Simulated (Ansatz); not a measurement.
# Mg2+ BF4- in dimethyl sulfoxide and 1,3-dioxolane, from a frame at 400 K (73 atoms): geometry optimisation, part 2 of 3

Aim: bring Mg2+ BF4- in dimethyl sulfoxide and 1,3-dioxolane, from a frame at 400 K (73 atoms) to a nearby minimum of the energy and see what moves.

Ansatz 0.2.0; Kohn-Sham DFT, PBE+D4, PAW (set soft_2), plane waves.

The cell: 11 C, 6 O, 30 H, 4 S, 4 B, 16 F and 2 Mg. The network of contacts between molecules at the start is that of the classical potential that made the cell. Only the Γ point is sampled, in a cell whose shortest periodic width is 9 Å.

So far. Step 2 (Single point at the start): Neighbours are counted within 1.34 Å (H-C), 1.72 Å (F-B), 2.52 Å (F-Mg), 1.85 Å (C-C), 1.73 Å (C-O), 2.21 Å (C-S), 1.93 Å (O-S), 2.52 Å (O-Mg).

**3. Cell and atoms relaxed**

The cell is relaxed with the atoms, since the starting lattice needn't suit this functional.

The input, input.yaml:

```yaml
crystal:
  lattice:
    - [9.47375, 0.0, 0.0]
    - [0.0, 9.47375, 0.0]
    - [0.0, 0.0, 9.47375]
  atoms:
    [... the 73 atom lines of step 2 ...]
kpoints:
  mp_grid: { grid: [1, 1, 1] }
hamiltonian:
  xc: pbe
  dispersion: d4
scf:
  occupations: { method: fixed }
output:
  forces: true
relax:
  f_tol: 0.03
  max_steps: 200
  cell: {}
```

Launch:

```
$ ansatz run input.yaml --threads 4 --pin off --max-ram 8192MiB --backend cpu --events-out ev --progress --plain --runs-dir out
```

Numbers of over 12 decimals in the logs are rounded to 6 here.

Output:

```text
[...]
Crystal: 73 atoms, lattice volume = 850.287 Å³
Basis set: ecut = 420 eV, 16663 PW (Γ), exchange–correlation on 128×128×128 points (8 copies of the dense FFT grid, shifted against one another)
Bands: 212, of which v1, the nominal top of the filled ones, is band 139 counted from 1 (138 counted from 0)
Symmetry: 1 space group operations
[...]
k-points: 1
[...]
SCF iter   1: F=—  HF=-27676.720541 eV  |F-HF|=—  |Δ(HF+E_count)|=         —  Δρ=6.33e-3  dr2=4.93e-1  ethr=1.77e-3  ⟨swp⟩=5.0  Hψ=694  notcnv=0  defer=71
[...]
SCF iter   3: F=—  HF=-27676.585292 eV  |F-HF|=—  |Δ(HF+E_count)|=   1.69e-2  Δρ=1.43e-3  dr2=3.16e-2  ethr=3.42e-5  ⟨swp⟩=3.0  Hψ=261  notcnv=0  defer=37
automatic band count: iteration 3 solves 178 bands in place of 212: the levels show a gap, and the empty bands left out lie too high to hold charge; the band table lists the bands solved (type scf.n_extra_bands for more)
SCF iter   4: F=—  HF=-27676.577549 eV  |F-HF|=—  |Δ(HF+E_count)|=   7.74e-3  Δρ=5.54e-4  dr2=3.65e-3  ethr=1.14e-5  ⟨swp⟩=3.0  Hψ=260  notcnv=0  defer=37
[...]
SCF iter  10: F=-27676.577784 eV  HF=-27676.577784 eV  |F-HF|=8.69e-9  |Δ(HF+E_count)|=   2.16e-8  Δρ=1.91e-6  dr2=3.14e-8  ethr=3.60e-11  ⟨swp⟩=5.0  Hψ=587  notcnv=0
SCF 1 converged in 10 iterations: F = -27676.577784 eV  dr2 = 3.14e-8
[...]
relax step   1: F+E_penalty+E_count = -27676.57778358 eV  Δ(F+E_penalty+E_count) = +0.000e0 eV  max|allowed force component| = 2.588e0 eV/Å  Δτ_max = 0.0000 Å  P = +2.156 GPa  Ω = 850.287 Å³  (10 SCF iters, dr2 threshold 1.00e-7 eV, accepted)
[... from here on, the SCF cycles and remarks between the steps are left out ...]
relax step   2: F+E_penalty+E_count = -27680.30309262 eV  Δ(F+E_penalty+E_count) = -3.725e0 eV  max|allowed force component| = 1.632e0 eV/Å  Δτ_max = 0.1944 Å  P = +0.158 GPa  Ω = 881.040 Å³  energy of the carried Pulay correction = -8.359e-2 eV  (8 SCF iters, dr2 threshold 7.30e-6 eV, accepted)
relax step   3: F+E_penalty+E_count = -27681.26605061 eV  Δ(F+E_penalty+E_count) = -9.630e-1 eV  max|allowed force component| = 9.944e-1 eV/Å  Δτ_max = 0.1939 Å  P = -0.298 GPa  Ω = 882.381 Å³  energy of the carried Pulay correction = -8.717e-2 eV  (8 SCF iters, dr2 threshold 7.30e-6 eV, accepted)
relax step   4: F+E_penalty+E_count = -27681.68521419 eV  Δ(F+E_penalty+E_count) = -4.192e-1 eV  max|allowed force component| = 4.360e-1 eV/Å  Δτ_max = 0.1944 Å  P = -0.374 GPa  Ω = 876.431 Å³  energy of the carried Pulay correction = -7.125e-2 eV  (8 SCF iters, dr2 threshold 7.30e-6 eV, accepted)
relax step   5: F+E_penalty+E_count = -27681.89996254 eV  Δ(F+E_penalty+E_count) = -2.147e-1 eV  max|allowed force component| = 2.858e-1 eV/Å  Δτ_max = 0.1924 Å  P = -0.255 GPa  Ω = 869.355 Å³  energy of the carried Pulay correction = -5.218e-2 eV  (7 SCF iters, dr2 threshold 7.30e-6 eV, accepted)
relax step   6: F+E_penalty+E_count = -27682.05085596 eV  Δ(F+E_penalty+E_count) = -1.509e-1 eV  max|allowed force component| = 3.275e-1 eV/Å  Δτ_max = 0.1926 Å  P = -0.236 GPa  Ω = 863.728 Å³  energy of the carried Pulay correction = -3.690e-2 eV  (8 SCF iters, dr2 threshold 5.10e-6 eV, accepted)
relax step   7: F+E_penalty+E_count = -27682.16899519 eV  Δ(F+E_penalty+E_count) = -1.181e-1 eV  max|allowed force component| = 1.668e-1 eV/Å  Δτ_max = 0.1947 Å  P = -0.020 GPa  Ω = 859.440 Å³  energy of the carried Pulay correction = -2.519e-2 eV  (7 SCF iters, dr2 threshold 6.70e-6 eV, accepted)
relax step   8: F+E_penalty+E_count = -27682.19614330 eV  Δ(F+E_penalty+E_count) = -2.715e-2 eV  max|allowed force component| = 7.723e-1 eV/Å  Δτ_max = 0.1947 Å  P = -0.517 GPa  Ω = 856.694 Å³  energy of the carried Pulay correction = -1.766e-2 eV  (8 SCF iters, dr2 threshold 1.74e-6 eV, accepted)
relax step   9: F+E_penalty+E_count = -27682.31450745 eV  Δ(F+E_penalty+E_count) = -1.184e-1 eV  max|allowed force component| = 2.563e-1 eV/Å  Δτ_max = 0.2000 Å  P = -0.189 GPa  Ω = 848.812 Å³  energy of the carried Pulay correction = +4.086e-3 eV  (8 SCF iters, dr2 threshold 7.30e-6 eV, accepted)
relax step  10: F+E_penalty+E_count = -27682.35974299 eV  Δ(F+E_penalty+E_count) = -4.524e-2 eV  max|allowed force component| = 1.492e-1 eV/Å  Δτ_max = 0.1595 Å  P = -0.256 GPa  Ω = 847.414 Å³  energy of the carried Pulay correction = +7.965e-3 eV  (8 SCF iters, dr2 threshold 4.10e-6 eV, accepted)
relax step  11: F+E_penalty+E_count = -27682.39687934 eV  Δ(F+E_penalty+E_count) = -3.714e-2 eV  max|allowed force component| = 2.361e-1 eV/Å  Δτ_max = 0.1859 Å  P = -0.206 GPa  Ω = 845.413 Å³  energy of the carried Pulay correction = +1.353e-2 eV  (8 SCF iters, dr2 threshold 1.39e-6 eV, accepted)
relax step  12: F+E_penalty+E_count = -27682.41497987 eV  Δ(F+E_penalty+E_count) = -1.810e-2 eV  max|allowed force component| = 3.424e-1 eV/Å  Δτ_max = 0.1702 Å  P = -0.471 GPa  Ω = 840.132 Å³  energy of the carried Pulay correction = +2.827e-2 eV  (8 SCF iters, dr2 threshold 3.48e-6 eV, accepted)
[...]
relax step  53: F+E_penalty+E_count = -27682.94788388 eV  Δ(F+E_penalty+E_count) = -2.730e-4 eV  max|allowed force component| = 1.215e-1 eV/Å  Δτ_max = 0.1001 Å  P = -0.049 GPa  Ω = 812.375 Å³  energy of the carried Pulay correction = +1.073e-1 eV  (10 SCF iters, accepted)
relax step  54: F+E_penalty+E_count = -27682.94840323 eV  Δ(F+E_penalty+E_count) = -5.194e-4 eV  max|allowed force component| = 1.412e-2 eV/Å  Δτ_max = 0.0366 Å  P = -0.006 GPa  Ω = 812.463 Å³  energy of the carried Pulay correction = +1.071e-1 eV  (6 SCF iters, dr2 threshold 9.23e-7 eV, accepted)
relax step  55: F+E_penalty+E_count = -27682.90745335 eV  Δ(F+E_penalty+E_count) = +4.095e-2 eV  max|allowed force component| = 1.310e-2 eV/Å  Δτ_max = 0.0000 Å  P = -0.104 GPa  Ω = 812.463 Å³  stress off target by 2.71e-1 GPa  SCF on the basis re-selected at this cell (its energy is not comparable with the rows above)  (7 SCF iters)
relax step  56: F+E_penalty+E_count = -27682.91755010 eV  Δ(F+E_penalty+E_count) = -1.010e-2 eV  max|allowed force component| = 1.839e-1 eV/Å  Δτ_max = 0.1146 Å  P = +0.236 GPa  Ω = 796.769 Å³  energy of the carried Pulay correction = +4.408e-2 eV  (9 SCF iters, dr2 threshold 1.84e-7 eV, rejected (line search))
relax step  57: F+E_penalty+E_count = -27682.94728776 eV  Δ(F+E_penalty+E_count) = -3.983e-2 eV  max|allowed force component| = 3.429e-2 eV/Å  Δτ_max = 0.0550 Å  P = +0.009 GPa  Ω = 805.464 Å³  energy of the carried Pulay correction = +1.964e-2 eV  (12 SCF iters, accepted)
relax step  58: F+E_penalty+E_count = -27682.95164183 eV  Δ(F+E_penalty+E_count) = -4.354e-3 eV  max|allowed force component| = 2.205e-2 eV/Å  Δτ_max = 0.0396 Å  P = +0.016 GPa  Ω = 804.608 Å³  energy of the carried Pulay correction = +2.193e-2 eV  (8 SCF iters, dr2 threshold 7.35e-8 eV, accepted)
relax step  59: F+E_penalty+E_count = -27682.95241526 eV  Δ(F+E_penalty+E_count) = -7.734e-4 eV  max|allowed force component| = 2.417e-2 eV/Å  Δτ_max = 0.0421 Å  P = +0.001 GPa  Ω = 804.709 Å³  energy of the carried Pulay correction = +2.150e-2 eV  (11 SCF iters, accepted)
relax step  60: F+E_penalty+E_count = -27682.94298936 eV  Δ(F+E_penalty+E_count) = +9.426e-3 eV  max|allowed force component| = 2.441e-2 eV/Å  Δτ_max = 0.0000 Å  P = -0.014 GPa  Ω = 804.709 Å³  stress off target by 8.77e-2 GPa  SCF on the basis re-selected at this cell (its energy is not comparable with the rows above)  (6 SCF iters)
relax step  61: F+E_penalty+E_count = -27682.95042443 eV  Δ(F+E_penalty+E_count) = -7.435e-3 eV  max|allowed force component| = 5.196e-2 eV/Å  Δτ_max = 0.1117 Å  P = -0.050 GPa  Ω = 803.684 Å³  energy of the carried Pulay correction = +2.678e-3 eV  (9 SCF iters, dr2 threshold 1.92e-8 eV, accepted)
relax step  62: F+E_penalty+E_count = -27682.95019312 eV  Δ(F+E_penalty+E_count) = +2.313e-4 eV  max|allowed force component| = 2.576e-2 eV/Å  Δτ_max = 0.0218 Å  P = +0.005 GPa  Ω = 804.159 Å³  energy of the carried Pulay correction = +1.266e-3 eV  (7 SCF iters, dr2 threshold 1.69e-7 eV, accepted)
relax step  63: F+E_penalty+E_count = -27682.95484492 eV  Δ(F+E_penalty+E_count) = -4.652e-3 eV  max|allowed force component| = 2.633e-2 eV/Å  Δτ_max = 0.0000 Å  P = +0.007 GPa  Ω = 804.159 Å³  stress off target by 6.52e-2 GPa  SCF on the basis re-selected at this cell (its energy is not comparable with the rows above)  (6 SCF iters)
relax step  64: F+E_penalty+E_count = -27682.95521800 eV  Δ(F+E_penalty+E_count) = -3.731e-4 eV  max|allowed force component| = 2.723e-2 eV/Å  Δτ_max = 0.0367 Å  P = -0.002 GPa  Ω = 804.520 Å³  energy of the carried Pulay correction = -1.129e-3 eV  (9 SCF iters, dr2 threshold 1.06e-8 eV, accepted)
relax step  65: F+E_penalty+E_count = -27682.95289660 eV  Δ(F+E_penalty+E_count) = +2.321e-3 eV  max|allowed force component| = 2.717e-2 eV/Å  Δτ_max = 0.0000 Å  P = -0.001 GPa  Ω = 804.520 Å³  stress off target by 3.16e-2 GPa  SCF on the basis re-selected at this cell (its energy is not comparable with the rows above)  (5 SCF iters)
[...]
SCF converged after 5 iterations
Free energy (F): -27682.952897 eV
[...]
Internal energy: -27682.952897 eV  (E = F + TS)
E sigma→0 (E₀):  -27682.952897 eV
Fermi energy:    0.150760 eV
[...]
--- Forces (eV/Å), atoms counted from 1 ---
  atom   1  C     -0.00220867     0.00390220    -0.00039617
  atom   2  C     -0.00097732    -0.00595593    -0.00050332
  atom   3  O      0.00727578    -0.00356165     0.00172173
  atom   4  C     -0.00254744     0.00597568     0.00280798
  atom   5  O     -0.00151764     0.00294519    -0.00120364
  atom   6  H     -0.00004051     0.00136743    -0.00004426
  atom   7  H     -0.00051392    -0.00091024    -0.00199492
  atom   8  H      0.00047060     0.00034279    -0.00106137
  atom   9  H      0.00108567    -0.00081431    -0.00013417
  atom  10  H      0.00005622    -0.00114742    -0.00191439
  atom  11  H     -0.00115653    -0.00148622    -0.00007028
  atom  12  C     -0.00119912    -0.00003146     0.00023367
  atom  13  S     -0.00085367    -0.00668767     0.00153543
  atom  14  C     -0.00055146    -0.00011009     0.00459033
[...]
atom  72  Mg    -0.00410130     0.00158981     0.00217928
  atom  73  Mg    -0.00361931     0.00032778    -0.00179761
  max |Σ_I F_I| component: 3.30e-5 eV/Å
--- Stress (GPa, compression-positive) ---
        0.011059      -0.024489      -0.010692
       -0.024492      -0.006313       0.004023
       -0.010694       0.004023      -0.006266
  P = ⅓ Tr σ = -0.0005 GPa (-0.005 kbar)
--- Relaxed structure (61 steps of the walk, 58 accepted, 4 SCFs on fresh bases) ---
  F+E_penalty+E_count = -27682.95289660 eV   max|allowed force component| = 2.717e-2 eV/Å   (the final SCF, on the basis selected at the relaxed cell)
  cell:  # Å, volume = 804.5199 Å³
    - [9.314730, -0.636915, -0.258977]
    - [-0.636915, 9.465722, 0.076537]
    - [-0.258977, 0.076537, 9.174320]
  atoms:
    - { symbol: C, position: [0.159971, 0.683721, 0.471750] }
    - { symbol: C, position: [0.199312, 0.533499, 0.457434] }
    - { symbol: O, position: [0.122838, 0.482816, 0.321884] }
    - { symbol: C, position: [0.043322, 0.594821, 0.266943] }
[...]
- { symbol: Mg, position: [0.169165, 0.299999, 0.209248] }
```

Wall time 5.4 min (4 threads of Arm Neoverse V2, shared host); peak memory 0.87 GiB.

Step by step (22 of 65):

| step | energy less that of the first step (eV) | largest force component (eV/Å) | pressure (GPa) | volume (Å³) |
| --- | --- | --- | --- | --- |
| 1 | 0.0000 | 2.5881 | 2.16 | 850.29 |
| 4 | -5.1074 | 0.4360 | -0.37 | 876.43 |
| 7 | -5.5912 | 0.1668 | -0.02 | 859.44 |
| 10 | -5.7820 | 0.1492 | -0.26 | 847.41 |
| 13 | -5.8443 | 0.8050 | 0.31 | 837.63 |
| 16 | -5.9726 | 0.2907 | -0.18 | 838.76 |
| 19 | -6.0271 | 0.3140 | -0.51 | 835.71 |
| 22 | -6.1081 | 0.2656 | -0.36 | 829.87 |
| 25 | -6.1686 | 0.1327 | -0.10 | 825.13 |
| 28 | -6.2168 | 0.2346 | -0.32 | 820.99 |
| 31 | -6.2469 | 0.1447 | -0.15 | 820.12 |
| 35 | -6.2643 | 0.1706 | -0.11 | 819.73 |
| 38 | -6.3019 | 0.1900 | 0.00 | 812.58 |
| 41 | -6.3227 | 0.1135 | -0.07 | 814.44 |
| 44 | -6.3539 | 0.0548 | -0.03 | 811.72 |
| 47 | -6.3625 | 0.0846 | -0.06 | 812.03 |
| 50 | -6.3658 | 0.2041 | -0.08 | 812.62 |
| 53 | -6.3701 | 0.1215 | -0.05 | 812.38 |
| 56 | -6.3398 | 0.1839 | 0.24 | 796.77 |
| 59 | -6.3746 | 0.0242 | 0.00 | 804.71 |
| 62 | -6.3724 | 0.0258 | 0.00 | 804.16 |
| 65* | -6.3751 | 0.0272 | 0.00 | 804.52 |

Relaxation steps marked * repeat the geometry before them on a plane-wave basis chosen anew for their cell, so energy and pressure can jump there. Other such steps can lie between the rows shown. Relaxation steps 33, 45, 56 were tried and not accepted.

```
     cell as run  before  after  change
           a (Å)   9.474  9.340  -1.4 %
           b (Å)   9.474  9.487  +0.1 %
           c (Å)   9.474  9.178  -3.1 %
           α (°)   90.00  88.95  -1.2 %
           β (°)   90.00  93.23  +3.6 %
           γ (°)   90.00  97.77  +8.6 %
volume (Å³/atom)   11.65  11.02  -5.4 %
```

The atoms that moved most (Å, as changes of fractional coordinates times the final cell):

| atom | dx | dy | dz | length |
| --- | --- | --- | --- | --- |
| H29 | 0.984 | -3.237 | -0.463 | 3.415 |
| H31 | -1.377 | -2.131 | -0.342 | 2.561 |
| H38 | -1.155 | 1.179 | -1.808 | 2.448 |
| F55 | 1.734 | 1.100 | -0.849 | 2.222 |
| F71 | 1.186 | -1.779 | -0.218 | 2.149 |
| H28 | -1.364 | 1.637 | 0.249 | 2.145 |
| F68 | -0.665 | -1.626 | -1.035 | 2.039 |
| C24 | -0.035 | -1.874 | -0.231 | 1.888 |

The relaxation changed the energy by -87.3 meV/atom, and atoms moved by 1.3 Å r.m.s., 3.4 Å at most.

**4. Structure statistics after relaxation**

Bonds before and after, by the cutoffs listed below:

| pair | bonds before | bonds after | mean before (Å) | mean after (Å) | spread before (Å) | spread after (Å) |
| --- | --- | --- | --- | --- | --- | --- |
| H-C | 30 | 30 | 1.104 | 1.096 | 0.035 | 0.002 |
| F-B | 16 | 16 | 1.411 | 1.417 | 0.038 | 0.038 |
| F-Mg | 6 | 6 | 1.982 | 2.023 | 0.090 | 0.029 |
| C-C | 1 | 1 | 1.506 | 1.529 | 0.000 | 0.000 |
| C-O | 4 | 4 | 1.418 | 1.434 | 0.024 | 0.020 |
| C-S | 8 | 8 | 1.827 | 1.797 | 0.037 | 0.004 |
| O-S | 4 | 4 | 1.509 | 1.538 | 0.014 | 0.007 |
| O-Mg | 5 | 5 | 1.942 | 2.022 | 0.089 | 0.067 |

Density 1.61 g/cm³, 11.02 Å³ an atom.

Pair distribution functions g(r), in bins of 0.2 Å:

| r (Å) | total | H-H | H-F | H-C | H-O | H-B | H-S |
| --- | --- | --- | --- | --- | --- | --- | --- |
| 1.00 | 2.91 | 0.00 | 0.00 | 23.50 | 0.00 | 0.00 | 0.00 |
| 1.20 | 0.19 | 0.00 | 0.00 | 1.53 | 0.00 | 0.00 | 0.00 |
| 1.40 | 1.20 | 0.00 | 0.00 | 0.00 | 0.00 | 0.00 | 0.00 |
| 1.60 | 0.26 | 0.00 | 0.00 | 0.00 | 0.00 | 0.00 | 0.00 |
| 1.80 | 1.29 | 5.89 | 0.00 | 0.00 | 0.00 | 0.00 | 0.00 |
| 2.00 | 0.52 | 0.00 | 0.00 | 0.00 | 3.31 | 0.00 | 0.00 |
| 2.20 | 0.27 | 0.14 | 0.14 | 0.81 | 0.00 | 0.00 | 0.00 |
| 2.40 | 1.43 | 0.73 | 1.14 | 0.00 | 0.61 | 0.00 | 11.35 |
| 2.60 | 0.65 | 1.17 | 1.36 | 0.27 | 0.51 | 0.00 | 0.00 |
| 2.80 | 1.08 | 0.90 | 1.53 | 1.33 | 2.89 | 0.33 | 0.32 |
| 3.00 | 0.77 | 0.94 | 0.51 | 1.31 | 1.66 | 1.49 | 0.88 |
| 3.20 | 1.10 | 1.48 | 0.58 | 1.32 | 0.68 | 1.31 | 0.52 |
| 3.40 | 0.73 | 0.61 | 0.57 | 0.99 | 0.30 | 1.38 | 0.68 |
| 3.60 | 1.09 | 0.83 | 1.03 | 1.62 | 1.95 | 1.23 | 0.61 |
| 3.80 | 1.12 | 1.47 | 1.11 | 1.07 | 0.36 | 1.31 | 0.56 |
| 4.00 | 1.11 | 1.12 | 1.39 | 0.67 | 1.23 | 1.49 | 0.66 |
| 4.20 | 1.08 | 0.81 | 1.36 | 0.66 | 0.81 | 1.03 | 0.44 |
| 4.40 | 0.97 | 0.77 | 1.31 | 0.75 | 0.91 | 1.25 | 0.68 |

Bonds by pair of elements; cutoffs follow the first minimum of g(r), held within bounds set by covalent radii, and pairs that aren't listed don't count as bonded:

| pair A-B | cutoff (Å) | bonds | mean length (Å) | spread (Å) | shortest (Å) | B about A | A about B |
| --- | --- | --- | --- | --- | --- | --- | --- |
| H-C | 1.34 | 30 | 1.10 | 0.002 | 1.09 | 1 | 2.73 |
| F-B | 1.72 | 16 | 1.42 | 0.038 | 1.38 | 1 | 4 |
| F-Mg | 2.48 | 6 | 2.02 | 0.029 | 1.99 | 0.375 | 3 |
| C-C | 1.85 | 1 | 1.53 | 0 | 1.53 | 0.182 | 0.182 |
| C-O | 1.73 | 4 | 1.43 | 0.02 | 1.40 | 0.364 | 0.667 |
| C-S | 2.21 | 8 | 1.80 | 0.004 | 1.79 | 0.727 | 2 |
| O-S | 1.93 | 4 | 1.54 | 0.007 | 1.53 | 0.667 | 1 |
| O-Mg | 2.52 | 5 | 2.02 | 0.067 | 1.95 | 0.833 | 2.5 |

How many atoms have how many bonded neighbours:

```
element  mean   1  2  3   4  5  6
      B     4   0  0  0   4  0  0
      C     4   0  0  0  11  0  0
      F  1.38  10  6  0   0  0  0
      H     1  30  0  0   0  0  0
     Mg   5.5   0  0  0   0  1  1
      O  2.17   0  5  1   0  0  0
      S     3   0  0  4   0  0  0
```

Bond angles, per cent of each kind in bins of 5°:

```csv
angle (°),H-C-H,F-B-F,H-C-S,F-Mg-O
80–85,0.0,0.0,0.0,6.7
85–90,0.0,0.0,0.0,40.0
90–95,0.0,0.0,0.0,20.0
95–100,0.0,0.0,0.0,13.3
100–105,0.0,0.0,0.0,0.0
105–110,14.8,62.5,100.0,6.7
110–115,85.2,37.5,0.0,0.0
115–120,0.0,0.0,0.0,0.0
120–125,0.0,0.0,0.0,0.0
125–130,0.0,0.0,0.0,6.7
130–135,0.0,0.0,0.0,0.0
135–140,0.0,0.0,0.0,0.0
140–145,0.0,0.0,0.0,0.0
145–150,0.0,0.0,0.0,0.0
150–155,0.0,0.0,0.0,0.0
155–160,0.0,0.0,0.0,0.0
160–165,0.0,0.0,0.0,0.0
165–170,0.0,0.0,0.0,0.0
170–175,0.0,0.0,0.0,6.7
```

Bond angles (no mean is given where the spread exceeds 20°):

```
 angle  count  mean (°)  spread (°)
 H-C-H     27       111         0.8
 F-B-F     24       109         2.4
 H-C-S     24       108         1.1
F-Mg-O     15         -           -
 C-S-O      8       105         1.5
```

Bond length by coordination (bonds to H left out):

```csv
element,coordination,atoms,mean bond length (Å)
F,1,10,1.39
F,2,6,1.74
Mg,5,1,1.99
Mg,6,1,2.05
O,2,5,1.70
O,3,1,1.68
```

Rings of the network by King's shortest-path rule, up to 12 atoms, one path for each pair of neighbours; H, halogens, alkali and alkaline-earth atoms are left out, and the last column divides by all other atoms, bonded or not:

| ring size (atoms) | rings | per network atom |
| --- | --- | --- |
| 5 | 1 | 0.04 |

With the cutoffs above, all B atoms have 4, all C atoms have 4, 62 % of F atoms have 1 and all H atoms have 1 bonded neighbour. The H-C-H angle averages 111° with a spread of 0.8°. All rings counted have 5 atoms.

(Continued in part 3 of 3.)

[Logs are printed without paths, hosts, clocks, repeated set-up lines and the standing remarks that a program may print on its own settings, such as how far it seeks lower states.]

[Hosts, paths, dates, database ids (printed as entryN), source tags and the programs' standing remarks are cut or masked in the printed files.]
